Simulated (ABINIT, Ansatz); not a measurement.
An input for ABINIT 10.8.3 (InSe (R3m)):

```
acell 3*1.0 Angstrom
rprim 
  2.000000000018 1.154700538390 8.316666666700
  -2.000000000018 1.154700538390 8.316666666700
  -0.000000000000 -2.309401076779 8.316666666700
ntypat 2
znucl 49 34
natom 4
typat 1 1 2 2
xred 
  0.000000000000 0.000000000000 0.000000000000
  0.112200000000 0.112200000000 0.112200000000
  0.615500000000 0.615500000000 0.615500000000
  0.830000000000 0.830000000000 0.830000000000
pp_dirpath "pseudos"
pseudos "In.upf, Se.upf"
ecut 48
ngkpt 4 4 4
nshiftk 1
shiftk 0 0 0
kptopt 1
chksymbreak 0
istwfk *1
occopt 1
irdwfk 1
optdriver 3
nband 151
ecuteps 4.2
inclvkb 2
awtr 1
symchi 1
indata_prefix "in"
outdata_prefix "out"
tmpdata_prefix "tmp"
gwmem 10
```

```sh
OMP_NUM_THREADS=1 mpirun -n 16 abinit run.abi > log
```

**Question.** Estimate wall time and host memory on 16 MPI ranks of Arm Neoverse V1, shared host.

It took 27 min; on shared hardware allow 14 min to 54 min. Peak host memory was 6.9 GiB.

[Paths, hosts, dates, memory and timing lines, banners, echoed tables and standing remarks are left out of the program output.]

[Logs are printed without paths, hosts, clocks, repeated set-up lines and the standing remarks that a program may print on its own settings, such as how far it seeks lower states.]

[Runs of the session that timed out or met a known fault of the program may be left out.]

[Hosts, paths, dates, database ids (printed as entryN), source tags and the programs' standing remarks are cut or masked in the printed files.]

[G0W0 gaps are taken among the corrected bands and points alone; a level outside them can change the order at an edge.]

[Where Ansatz stands beside ABINIT at settings called matched, ABINIT's density can come from a denser mesh and the files from another edition; pairs whose starting gaps differed by over 0.03 eV were left out, so agreement reads better than it is.]
